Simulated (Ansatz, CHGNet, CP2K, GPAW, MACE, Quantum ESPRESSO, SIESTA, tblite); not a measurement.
# Running random packing of C68N32 (at. %) (79 atoms) with Quantum ESPRESSO, part 2 of 2

How do the settings of Quantum ESPRESSO change the result for random packing of C68N32 (at. %) (79 atoms)? A plane-wave run serves as the yardstick.

Program: Quantum ESPRESSO 7.5; the method stands at each step. Banners, paths, timers and routine set-up lines are dropped from the logs unmarked, and long logs keep their key lines alone; longer cuts are marked.

So far. Step 2 (PBE, sssp-1.3.0-efficiency, 60/480 Ry): Forces lie 0.39 % from the reference's, at 14 times its CPU time (on 2 against 8 cores). Step 3 (PBE, gbrv-1.5, 40/200 Ry): Against the first run (0.39 %), the force difference from the reference is 0.61 %, at 0.28 times the CPU time.

### 4. PBE+D3(BJ), sssp-1.3.0-efficiency, 60/480 Ry

Method: Kohn-Sham DFT, PBE+D3(BJ), SSSP efficiency 1.3.0 pseudopotentials, plane waves.

The pseudopotential files are exchanged too: ./pseudo now holds the set sssp-pbe-1.3.0-efficiency.

The input, pw.in:

```
&control
  calculation = 'scf'
  pseudo_dir = './pseudo'
  outdir = './tmp'
  disk_io = 'none'
  tprnfor = .true.
  tstress = .true.
/
&system
  ibrav = 0
  nat = 79
  ntyp = 2
  ecutwfc = 60
  ecutrho = 480
  nosym = .true.
  occupations = 'smearing'
  smearing = 'fd'
  degauss = 0.003675
  vdw_corr = 'dft-d3'
  dftd3_version = 4
  dftd3_threebody = .false.
/
&electrons
  conv_thr = 4.0e-07
  electron_maxstep = 100
  mixing_beta = 0.2
  mixing_mode = 'local-TF'
  diagonalization = 'david'
/
ATOMIC_SPECIES
C 12.011 C.upf
N 14.007 N.upf
CELL_PARAMETERS angstrom
8.88940 0.00000 0.00000
0.00000 8.88940 0.00000
0.00000 0.00000 8.88940
ATOMIC_POSITIONS crystal
[... 79 atom lines left out: the same atoms as in the first run ...]
K_POINTS gamma
```

On the command line:

```
$ OMP_NUM_THREADS=1 mpirun -np 2 pw.x -in pw.in > output.txt
```

Output:

```text
[banner, memory and clock lines left out]
Program PWSCF
     gamma-point specific algorithms are used
     bravais-lattice index     =            0
     lattice parameter (alat)  =      16.7985  a.u.
     unit-cell volume          =    4740.3886 (a.u.)^3
     number of atoms/cell      =           79
     number of atomic types    =            2
     number of electrons       =       341.00
     number of Kohn-Sham states=          205
     kinetic-energy cutoff     =      60.0000  Ry
[... lines left out ...]
     total energy              =   -1480.79129623 Ry
[... lines left out ...]
     total energy              =   -1480.62959993 Ry
[... lines left out ...]
     total energy              =   -1480.70948681 Ry
[... lines left out ...]
     c_bands:  2 eigenvalues not converged
[... lines left out ...]
     c_bands:  1 eigenvalues not converged
[... lines left out ...]
     c_bands:  1 eigenvalues not converged
[... lines left out ...]
     total energy              =   -1480.73717280 Ry
[... lines left out ...]
     total energy              =   -1480.73717283 Ry
[... lines left out ...]
   -10.5112 -10.3716 -10.0337  -9.9013  -9.7135  -9.5403  -9.1774  -8.7455
    -8.6105  -8.3967  -8.3074  -8.1909  -8.0847  -7.7240  -7.6021  -7.4812
[...]
7.5881   7.6938   7.7983   7.8603   7.9319   7.9614   8.0495   8.1578
     8.1683   8.2206   8.2576   8.2932   8.3397   8.4854   8.5514   8.6117
     8.6275   8.7445   8.7733   8.8061   8.8713
     the Fermi energy is     6.8280 ev
!    total energy              =   -1480.73717294 Ry
     estimated scf accuracy    <       0.00000010 Ry
     smearing contrib. (-TS)   =      -0.02569714 Ry
     internal energy E=F+TS    =   -1480.71147580 Ry
     The total energy is F=E-TS. E is the sum of the following terms:
     one-electron contribution =     -48.26887359 Ry
     hartree contribution      =     215.40252573 Ry
     xc contribution           =    -360.12590178 Ry
     ewald contribution        =    -952.76545031 Ry
     DFT-D3 Dispersion         =      -0.86906098 Ry
     one-center paw contrib.   =    -334.08471487 Ry
     convergence has been achieved in  18 iterations
     Forces acting on atoms (cartesian axes, Ry/au):
     atom    1 type  1   force =     0.03597181   -0.07824872    0.09459957
     atom    2 type  1   force =     0.06045502   -0.07223181    0.08019708
     atom    3 type  1   force =     0.19155279   -0.02105189    0.05478746
[...]
atom   78 type  2   force =    -0.07845072   -0.03089762   -0.01072809
     atom   79 type  2   force =    -0.00877535    0.11656934    0.05799222
     Total force =     1.144852     Total SCF correction =     0.000554
     Computing stress (Cartesian axis) and pressure
          total   stress  (Ry/bohr**3)                   (kbar)     P=     -243.20
  -0.00141165   0.00000614   0.00009197         -207.66        0.90       13.53
   0.00000614  -0.00201803   0.00006641            0.90     -296.86        9.77
   0.00009197   0.00006641  -0.00153014           13.53        9.77     -225.09
     Message from routine punch:
     Nothing written, as per user request (disk_io='none')
```

Elapsed: 2.5 min, on 2 MPI ranks of Arm Neoverse V2, shared host; peak memory 1.8 GiB; 4.9 min of CPU time.

Against the reference:

```yaml
r_m_s_force_component: 1.912 eV/Å
r_m_s_difference_of_force_components: 106.3 meV/Å
longest_difference_of_force_vectors: 469.1 meV/Å
force_difference_over_r_m_s_force: 5.434 %
slope_of_forces_against_the_reference_s: 0.9757
correlation_of_force_components: 0.9988
pressure: -24.32 GPa
pressure_difference: -0.4295 GPa
```

Against the first run (0.39 %), the force difference from the reference is 5.4 %, at 0.87 times the CPU time; the model has changed, so this is no error of the program alone.

### 5. The ladder

Differences are against the plane-wave reference, forces as r.m.s. over components; share is that over the reference's r.m.s. force, slope the least-squares factor from reference forces to these. Total energies of different programs have different zeros and aren't compared.

```csv
run,"Δ force, r.m.s. (meV/Å)",share (%),slope,Δ pressure (GPa),cores,CPU time,memory (GiB)
reference,-,-,-,-,8,24 s,0.85
"QE PBE, sssp-1.3.0-efficiency, 60/480 Ry",7.62,0.390,0.998,-0.247,2,5.6 min,1.7
"QE PBE, gbrv-1.5, 40/200 Ry",11.9,0.608,0.999,-0.164,2,96 s,0.58
"QE PBE+D3(BJ), sssp-1.3.0-efficiency, 60/480 Ry",106,5.43,0.976,-0.429,2,4.9 min,1.8
```

CPU time is summed over cores on a shared host, where runs went side by side, so it is rough. Symmetry, cutoffs, thresholds, outputs and thread counts weren't matched or tuned between programs; memory under MPI is the largest rank's times the ranks.

### 6. Outcome

- nearest in forces: QE PBE, sssp-1.3.0-efficiency, 60/480 Ry, 0.39 %
- its CPU time: 5.6 min

What this shows: PBE on plane waves or a grid with other potentials, cutoffs or grids differs from the reference by 0.39 % (QE PBE, sssp-1.3.0-efficiency, 60/480 Ry) to 0.61 % (QE PBE, gbrv-1.5, 40/200 Ry) of the r.m.s. force; this holds the reference's own error, so differences of a few per cent don't tell which side is nearer the exact PBE result (QE's 60 Ry are 816 eV, against the reference's 420 eV). Rows with another functional or a dispersion term differ by 5.4 % (QE PBE+D3(BJ), sssp-1.3.0-efficiency, 60/480 Ry), which mixes the change of model with differences of basis and potentials. None of the electronic-structure runs in the table takes under half the reference's CPU time of 24 s; they take 3.9 to 14 times as much. The electron count is odd in these runs, and they have no spin polarisation, so the unpaired electron is spread evenly over both spins. The reference's stress is far from hydrostatic: its diagonal is -20.3, -29.3, -22.1 GPa, compression counted positive. The reference's pressure of -24 GPa says that the cell would shrink at this level of theory. The electron count is odd and the run has no spin polarisation, so levels at the top are partly filled by construction. The electronic-structure runs sample only Γ, in a cell whose shortest periodic width is 9 Å, which is coarse for a cell with partly filled levels.

[Also dropped from logs without a mark: logging warnings of Python, and SIESTA's first energy breakdown and zero terms.]

[Logs are printed without paths, hosts, clocks, repeated set-up lines and the standing remarks that a program may print on its own settings, such as how far it seeks lower states.]

[Hosts, paths, dates, database ids (printed as entryN), source tags and the programs' standing remarks are cut or masked in the printed files.]
